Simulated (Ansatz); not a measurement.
## A convergence test on SnSe (Pnma): k mesh of the hybrid

Aim: see how gap, energy and time of SnSe (Pnma) follow the k mesh of the hybrid.

Program: Ansatz 0.2.0. Level of theory: DFT, HSE06, plane waves, PAW. Results are calculated unless marked as measured.

**1. The structure**

Symmetry: Pnma, No. 62, orthorhombic system. The conventional cell has a = 11.501 Å, b = 4.153 Å, c = 4.446 Å, α = 90.00°, β = 90.00°, γ = 90.00°. Sn has 5 Se at 2.77 to 3.32 Å nearest. Nearest to Se lie 5 Sn at 2.77 to 3.32 Å. Farther neighbours and most contacts between anions are not listed.

Geometry: measured lattice cell, ions relaxed with PBE; the structure entry is the Materials Project's. The runs that relaxed it are not among those shown. The default PAW set here is soft_2. Its files were made with PBE.

**2. k mesh of the hybrid: 1×2×2**

input.yaml

```yaml
crystal:
  lattice:
    - [11.501, 0.0, 0.0]
    - [0.0, 4.153, 0.0]
    - [0.0, 0.0, 4.446]
  atoms:
    - { symbol: Sn, position: [0.6180623224, 0.75, 0.3973982494] }
    - { symbol: Sn, position: [0.8819376776, 0.25, 0.8973982494] }
    - { symbol: Sn, position: [0.3819376776, 0.25, 0.6026017506] }
    - { symbol: Sn, position: [0.1180623224, 0.75, 0.1026017506] }
    - { symbol: Se, position: [0.1433580133, 0.25, 0.5232104896] }
    - { symbol: Se, position: [0.6433580133, 0.25, 0.9767895104] }
    - { symbol: Se, position: [0.3566419867, 0.75, 0.0232104896] }
    - { symbol: Se, position: [0.8566419867, 0.75, 0.4767895104] }
kpoints:
  mp_grid: { grid: [1, 2, 2] }
  band_path:
    path:
      - [0.0, 0.0, 0.0]
      - [0.5, 0.0, 0.0]
      - [0.5, 0.5, 0.0]
      - [0.0, 0.5, 0.0]
      - [0.0, 0.0, 0.5]
      - [0.5, 0.0, 0.5]
      - [0.5, 0.5, 0.5]
      - [0.0, 0.5, 0.5]
      - [0.0, 0.0, 0.35]
      - [0.0, 0.3333333333, 0.0]
    npoints: 1
hamiltonian:
  xc: hse06
scf:
  occupations: { method: fixed }
  n_extra_bands: 6
output:
  eigenvalues: true
```

On the command line:

```
$ ansatz run input.yaml --threads 3 --pin off --max-ram 92160MiB --backend cuda --events-out ev --progress --plain --runs-dir out --devices 1 --max-vram 13GiB
```

Numbers of over 12 decimals in the logs are rounded to 6 here.

The log of the run:

```text
scf.n_extra_bands = 6 over 60 filled bands (N_el = 120.0): the run solves 66 bands
exact exchange: scf.exx.singularity resolves to wigner_seitz, which cuts the screened interaction at the faces of the exchange supercell's Wigner-Seitz cell, so that each pair interacts once, at the shortest of its separations (the periodic images that this leaves out come, for a point-like exchange hole, to about 0.021 eV on a filled level). The cut falls within the interaction's reach, and what an exchange supercel [...]
GPUs: using 1 of 1 available (devices: 1).
Engine: ansatz 0.2.0, x86_64-unknown-linux-gnu
Pseudopotentials: kind: paw
Pseudopotential: Sn, paw, valence charge 14, recommended cutoff 420 eV (normal), Sn.paw.azcp
Pseudopotential: Se, paw, valence charge 16, recommended cutoff 420 eV (normal), Se.paw.azcp
Functional definition: HSE06
  parameter a = 0.25
  parameter omega = 0.11/bohr
  exchange = pbe_x - a*pbe_x_sr(omega) + a*exact_x_sr(omega)
  correlation = pbe_c
davidson cushion auto → on  (no smearing: the cushion is to keep the highest requested band from converging to the state above it; pin scf.eigensolver.cushion to override)
concurrent solve slots: 2 of 3 are kept, ahead of what memory takes: no pass of the eigensolver takes more rounds on 2
device memory: the entry about to start is reckoned to put 2.4 GiB on a device that reports 33.9 GiB free (of which the cap on the GPU budget leaves the run 13.0 GiB)
GPU FFT provider: cuFFT
GPU libraries: cuBLAS 13.8.2, cuFFT 12.4.0, cuSOLVER 12.3.4
Crystal: 8 atoms, lattice volume = 212.357 Å³
Basis set: ecut = 420 eV, 4145 PW (Γ)
Bands: 66, of which v1, the nominal top of the filled ones, is band 60 counted from 1 (59 counted from 0)
Symmetry: 8 space group operations
Space group: Pnma (ITA 62), of the structure as read, at distance tolerance 6.0e-5 Å
k-points: 4
Non-local potential: Sn, projectors of the file, l = 0: 2, l = 1: 2, l = 2: 2, l = 3: 2
Non-local potential: Se, projectors of the file, l = 0: 2, l = 1: 2, l = 2: 3, l = 3: 1
PAW form: soft (Blöchl's): semilocal exchange-correlation on the pseudo side does not see the compensation charge
PAW frozen core: Sn, regenerated for the run's functional, and the local potential with it (the file was generated under x = pbe(κ = 0.804, μ = 0.219515), c = pbe(β = 0.066725))
PAW frozen core: Se, regenerated for the run's functional, and the local potential with it (the file was generated under x = pbe(κ = 0.804, μ = 0.219515), c = pbe(β = 0.066725))
PAW one-centre angular grid: Sn, 590 points (default); XC on 64 Gauss nodes
PAW one-centre angular grid: Se, 590 points (default); XC on 64 Gauss nodes
Initial density: superposition of atomic densities (neutral atoms: chi_scale 0, normalization atom), corrected by the library's trained network
Initial wavefunctions: pseudopotential atomic-orbital guess
GPU buffer pool allocated for 72000 grid points (all kernels)
GPU transforms: local potential and band sums: pruned to the plane-wave sphere, on 80×27×30
Functional: x = pbe(κ = 0.804, μ = 0.219515), c = pbe(β = 0.066725), warm-up for x = pbe(κ = 0.804, μ = 0.219515) + 0.25 (exact − pbe) at short range (hse, ω = 0.207870 Å⁻¹), c = pbe(β = 0.066725); HSE06 as pw.x's `hse` composes it (authors' and Libxc's form: `xc: wpbeh`)
SCF iter   1: F=—  HF=-45975.229792 eV  |F-HF|=—  |Δ(HF+E_count)|=         —  Δρ=4.85e-3  dr2=9.78e-2  ethr=1.77e-3  ⟨swp⟩=6.5  Hψ=1045  notcnv=0
preconditioner: auto → none  [insulator: Δε(μ)=0.856 eV  Ē_g=15.580 eV  n_scr=56 (ndim 8)  ℏωp=22.8 eV  f_vac=0.001]
SCF iter   2: F=—  HF=-45975.206788 eV  |F-HF|=—  |Δ(HF+E_count)|=   2.30e-2  Δρ=2.22e-3  dr2=1.67e-2  ethr=8.15e-5  ⟨swp⟩=4.0  Hψ=699  notcnv=0
SCF iter   3: F=—  HF=-45975.203857 eV  |F-HF|=—  |Δ(HF+E_count)|=   2.93e-3  Δρ=8.99e-4  dr2=2.70e-3  ethr=1.39e-5  ⟨swp⟩=4.0  Hψ=752  notcnv=0
SCF iter   4: F=—  HF=-45975.203612 eV  |F-HF|=—  |Δ(HF+E_count)|=   2.45e-4  Δρ=3.96e-4  dr2=4.84e-4  ethr=2.25e-6  ⟨swp⟩=3.5  Hψ=685  notcnv=0
[...]
SCF iter   4: F=—  HF=-45997.475507 eV  |F-HF|=—  |Δ(HF+E_count)|=   3.16e-2  Δρ=8.82e-4  dr2=1.77e-3  ethr=2.26e-7  ⟨swp⟩=5.0  Hψ=1126  notcnv=0
SCF iter   5: F=—  HF=-45997.474931 eV  |F-HF|=—  |Δ(HF+E_count)|=   5.76e-4  Δρ=1.54e-4  dr2=2.20e-4  ethr=2.26e-7  ⟨swp⟩=4.0  Hψ=983  notcnv=0
SCF iter   6: F=—  HF=-45997.475806 eV  |F-HF|=—  |Δ(HF+E_count)|=   8.75e-4  Δρ=1.86e-4  dr2=1.09e-4  ethr=7.20e-8  ⟨swp⟩=4.5  Hψ=868  notcnv=0
SCF iter   7: F=-45997.475776 eV  HF=-45997.475776 eV  |F-HF|=3.25e-7  |Δ(HF+E_count)|=   2.92e-5  Δρ=3.01e-5  dr2=9.14e-6  ethr=7.20e-8  ⟨swp⟩=3.0  Hψ=689  notcnv=0
SCF 2 stopped early in 7 iterations: F = -45997.475776 eV  dr2 = 9.14e-6
hybrid outer 1: dexx = +3.686e-2 eV, tail = 4.54e-4 eV
GPU FFT provider: cuFFT
GPU libraries: cuBLAS 13.8.2, cuFFT 12.4.0, cuSOLVER 12.3.4
GPU buffer pool allocated for 72000 grid points (all kernels)
GPU transforms: local potential and band sums: pruned to the plane-wave sphere, on 80×27×30
Exchange kernel: α = 0.2500, screened, ω = 0.2079 Å⁻¹, Wigner–Seitz truncation, v(0) = 865.4502 eV·Å³, q-mesh 1×2×2, nearest image of the exchange supercell L = 8.31 Å, pair-density grid 50×20×20, without the augmentation charges, whose exchange is taken in its separable form by FFT convolution over the k-point mesh (sized by the pseudopotential files, 80×30×30 at the most), smooth part of the exact exchange by density-matrix convolution in up to 1.17 GiB of GPU memory as planned if the GPU has room (build and FFT work areas not counted)
Frozen-core exchange: fock
SCF iter   1: F=—  HF=-45997.474876 eV  |F-HF|=—  |Δ(HF+E_count)|=         —  Δρ=6.58e-5  dr2=1.61e-5  ethr=1.89e-6  ⟨swp⟩=3.2  Hψ=593  notcnv=0
preconditioner: auto → none  [insulator: Δε(μ)=1.240 eV  Ē_g=8.657 eV  n_scr=56 (ndim 8)  ℏωp=16.1 eV  f_vac=0.000]
SCF iter   2: F=—  HF=-45997.474889 eV  |F-HF|=—  |Δ(HF+E_count)|=   1.34e-5  Δρ=3.55e-5  dr2=4.48e-6  ethr=1.17e-8  ⟨swp⟩=4.2  Hψ=1041  notcnv=0
SCF iter   3: F=—  HF=-45997.474898 eV  |F-HF|=—  |Δ(HF+E_count)|=   9.00e-6  Δρ=2.82e-5  dr2=1.87e-6  ethr=2.19e-9  ⟨swp⟩=4.5  Hψ=744  notcnv=0
iter 4 solved again at ethr=5.76e-11 eV; its pass at ethr=1.34e-9 eV (dr2=6.91e-8 eV) is discarded
SCF iter   4: F=—  HF=-45997.474898 eV  |F-HF|=—  |Δ(HF+E_count)|=   4.53e-7  Δρ=9.39e-6  dr2=1.50e-7  ethr=5.76e-11  ⟨swp⟩=3.2  Hψ=1318  notcnv=0
SCF iter   5: F=-45997.474898 eV  HF=-45997.474898 eV  |F-HF|=6.39e-8  |Δ(HF+E_count)|=   4.99e-7  Δρ=4.70e-6  dr2=9.10e-8  ethr=5.76e-11  ⟨swp⟩=5.2  Hψ=757  notcnv=0
SCF 3 converged in 5 iterations: F = -45997.474898 eV  dr2 = 9.10e-8
[...]
hybrid outer 2: dexx = +1.037e-5 eV, tail = 5.03e-7 eV, Δε = 2.07e-3 eV (about 1.15e-4 eV left of the loop's levels)
device memory: the entry about to start is reckoned to put 1.4 GiB on a device that reports 37.3 GiB free (of which the cap on the GPU budget leaves the run 13.0 GiB)
NSCF: frozen V_eff on 10 k-points
hybrid SCF converged: 2 outer / 12 inner (+5 warm-up), last move |dexx| = 1.04e-5 eV, tail = 5.03e-7 eV
Stability not checked: this state was not tested for a lower state beside it, because the functional holds exact exchange (a hybrid, or Hartree-Fock), whose exchange loop this test does not read (fock_operator; see scf.lower_state_search)
Free energy (F): -45997.474896 eV
Frozen-core exchange: fock
Harris-Foulkes:  -45997.474897 eV  (|F-HF|=6.39e-8)
Internal energy: -45997.474896 eV  (E = F + TS)
E sigma→0 (E₀):  -45997.474896 eV
Fermi energy:    8.652590 eV
--- Per-component energies (eV) ---
  E_band       = -2166.010036
  E_kinetic    = 1212.435233
  E_local      = -13184.703916  (includes V_loc(G=0)·N_el)
  E_nonlocal   = -2520.472480
  E_hartree    = 6969.186430
  E_xc         = -1538.832902
  E_vxc        = -623.790765  (∫ρ·V_xc dr)
  E_exx        = -417.747878  (= α·E_x^exact, valence–valence)
  E_paw        = -24190.852928  (= ΣΔE_a)
  E_vpaw       = -152.356895  (= ΣTr[D̂ρ^β])
  E_aug_tail   = -0.002352  (compensation charges beyond the density's cutoff)
  E_ewald      = -12323.235677
  E_core_change = -3.248427  (= ΣΔE_core)
  E_smearing   = -0.000000  (= −TS)
  E_closure    = 0.000000  (closes the sum)
  Σ components = -45997.474896   (vs F -45997.474896, Δ=7.28e-12)
--- Band table (eV) ---
  k-point 0: bands = [... 56 lower, 7.0194, 7.4448, 7.9700, 8.2081, 9.8929, 12.3357, 12.4473, 12.4988, ... 2 higher]
  k-point 1: bands = [... 56 lower, 8.0310, 8.0310, 8.6526, 8.6526, 10.5501, 10.5501, 10.9047, 10.9047, ... 2 higher]
  k-point 2: bands = [... 56 lower, 7.7181, 7.7181, 7.9539, 7.9539, 10.1915, 10.1915, 10.6710, 10.6710, ... 2 higher]
  k-point 3: bands = [... 56 lower, 6.2105, 6.2105, 7.1682, 7.1682, 12.0155, 12.0155, 12.4390, 12.4390, ... 2 higher]
```

The job ended after 30 s (1 × NVIDIA H100 80GB HBM3 (shared by 6 runs) with 3 threads of AMD EPYC 7R13 (Zen 3), shared host; peak memory 1.2 GiB).

The column dr2 measures how far the density is from self-consistency, as an energy; F and HF (Harris–Foulkes) agree once it is small.

Numbers from this step:

```
gap                     : 0.8247 eV
valence top at          : k = (0.000, 0.000, 0.350)
conduction bottom at    : k = (0.000, 0.333, 0.000)
least direct gap        : 1.047 eV
exact-exchange fraction : 0.25
```

The gap is indirect, with the least direct gap 0.22 eV higher.

**3. k mesh of the hybrid: 2×4×2**

input.yaml: that of step 2 with these lines changed.

```diff
@@ -15,3 +15,3 @@
 kpoints:
-  mp_grid: { grid: [1, 2, 2] }
+  mp_grid: { grid: [2, 4, 2] }
   band_path:
```

The log of the run:

```text
[...]
GPUs: using 1 of 1 available (devices: 1).
[...]
GPU FFT provider: cuFFT
GPU libraries: cuBLAS 13.8.2, cuFFT 12.4.0, cuSOLVER 12.3.4
Crystal: 8 atoms, lattice volume = 212.357 Å³
Basis set: ecut = 420 eV, 4145 PW (Γ)
Bands: 66, of which v1, the nominal top of the filled ones, is band 60 counted from 1 (59 counted from 0)
[... 1 set-up line as in the run before ...]
[...]
k-points: 12 of 16
[...]
Fermi energy:    8.679353 eV
[...]
--- Band table (eV; the first three rows and the last of 12) ---
  k-point 0: bands = [... 56 lower, 6.9794, 7.4398, 7.9176, 8.1721, 9.8676, 12.3110, 12.4148, 12.4598, ... 2 higher]
  k-point 1: bands = [... 56 lower, 8.0492, 8.0492, 8.6742, 8.6742, 10.5174, 10.5174, 10.8851, 10.8851, ... 2 higher]
  k-point 2: bands = [... 56 lower, 7.0892, 7.8937, 7.9292, 8.5090, 10.2128, 10.3527, 11.7108, 11.7496, ... 2 higher]
  k-point 11: bands = [... 56 lower, 7.0189, 7.0189, 7.0189, 7.0189, 11.7817, 11.7817, 11.7817, 11.7817, ... 2 higher]
[key lines of the parts left out:]
Free energy (F): -45998.813593 eV
```

Elapsed: 56 s, on 1 × NVIDIA H100 80GB HBM3 (shared by 6 runs) with 3 threads; peak memory 1.5 GiB.

Numbers from this step:

```
gap                  : 0.8358 eV
valence top at       : k = (0.000, 0.000, 0.350)
conduction bottom at : k = (0.000, 0.333, 0.000)
least direct gap     : 1.037 eV
```

The gap is 0.836 eV, +0.011 eV from the run before at this level.

**4. k mesh of the hybrid: 2×4×4**

input.yaml: that of step 3 with these lines changed.

```diff
@@ -15,3 +15,3 @@
 kpoints:
-  mp_grid: { grid: [2, 4, 2] }
+  mp_grid: { grid: [2, 4, 4] }
   band_path:
@@ -36 +36,5 @@
   eigenvalues: true
+  write_density: true
+  write_potential: true
+  elf: true
+  volumetric_format: npy
```

The log of the run:

```text
[...]
GPUs: using 1 of 1 available (devices: 1).
[...]
GPU FFT provider: cuFFT
GPU libraries: cuBLAS 13.8.2, cuFFT 12.4.0, cuSOLVER 12.3.4
Crystal: 8 atoms, lattice volume = 212.357 Å³
Basis set: ecut = 420 eV, 4145 PW (Γ)
Bands: 66, of which v1, the nominal top of the filled ones, is band 60 counted from 1 (59 counted from 0)
[... 1 set-up line as in the run before ...]
[...]
k-points: 18 of 32
[...]
Fermi energy:    8.676493 eV
[...]
--- Band table (eV; the first three rows and the last of 18) ---
  k-point 0: bands = [... 56 lower, 6.9856, 7.4433, 7.9240, 8.1714, 9.8704, 12.3208, 12.4149, 12.4579, ... 2 higher]
  k-point 1: bands = [... 56 lower, 7.4512, 7.6199, 8.1329, 8.5264, 10.2307, 10.6540, 11.5214, 11.5893, ... 2 higher]
  k-point 2: bands = [... 56 lower, 8.0442, 8.0442, 8.6716, 8.6716, 10.5102, 10.5102, 10.8897, 10.8897, ... 2 higher]
  k-point 17: bands = [... 56 lower, 7.0094, 7.0094, 7.0094, 7.0094, 11.7848, 11.7848, 11.7848, 11.7848, ... 2 higher]
[key lines of the parts left out:]
Free energy (F): -45998.867652 eV
```

It took 68 s on 1 × NVIDIA H100 80GB HBM3 (shared by 6 runs) with 3 threads; peak memory 1.7 GiB; 85 s of CPU time.

Numbers from this step:

```
gap                  : 0.8608 eV
valence top at       : k = (0.000, 0.000, 0.350)
conduction bottom at : k = (0.000, 0.333, 0.000)
least direct gap     : 1.045 eV
```

The gap is 0.861 eV, +0.025 eV from the run before at this level.

**5. The series**

Differences are against the last row; a negative gap means that bands overlap, and a run with a band path holds that path's time. Times are wall times on 1 × NVIDIA H100 80GB HBM3 (shared by 6 runs) with 3 threads of AMD EPYC 7R13 (Zen 3), shared host. The host was busy with other work, so they are no guide to cost.

```
k mesh of the hybrid  gap (eV)  direct gap (eV)  gap error (eV)  energy error (meV/atom)  irreducible k  time
               1×2×2     0.825            1.047          −0.036                   +174.1              4  30 s
               2×4×2     0.836            1.037          −0.025                     +6.8             12  56 s
               2×4×4     0.861            1.045          +0.000                     +0.0             18  68 s
```

**6. Summary of results**

| Item | Value |
| --- | --- |
| 1×2×2 | 0.825 eV |
| 2×4×2 | 0.836 eV |
| 2×4×4 | 0.861 eV |

In words: The gap holds to 0.02 eV from 2×4×4 on, the last run itself, so the series does not show convergence. At 1×2×2 the gap is off by −0.036 eV and the energy by +174 meV/atom. The gap is read over the mesh and added points near the edges, so meshes differ mainly through the density and, for a hybrid, the exchange operator.

[Paths, hosts, dates, memory and timing lines, banners, echoed tables and standing remarks are left out of the program output.]

[Logs are printed without paths, hosts, clocks, repeated set-up lines and the standing remarks that a program may print on its own settings, such as how far it seeks lower states.]

[Runs of the session that timed out or met a known fault of the program may be left out.]

[Cells called generated may have been cut or substituted from an entry of the Crystallography Open Database or the Materials Project.]

[Hosts, paths, dates, database ids (printed as entryN), source tags and the programs' standing remarks are cut or masked in the printed files.]
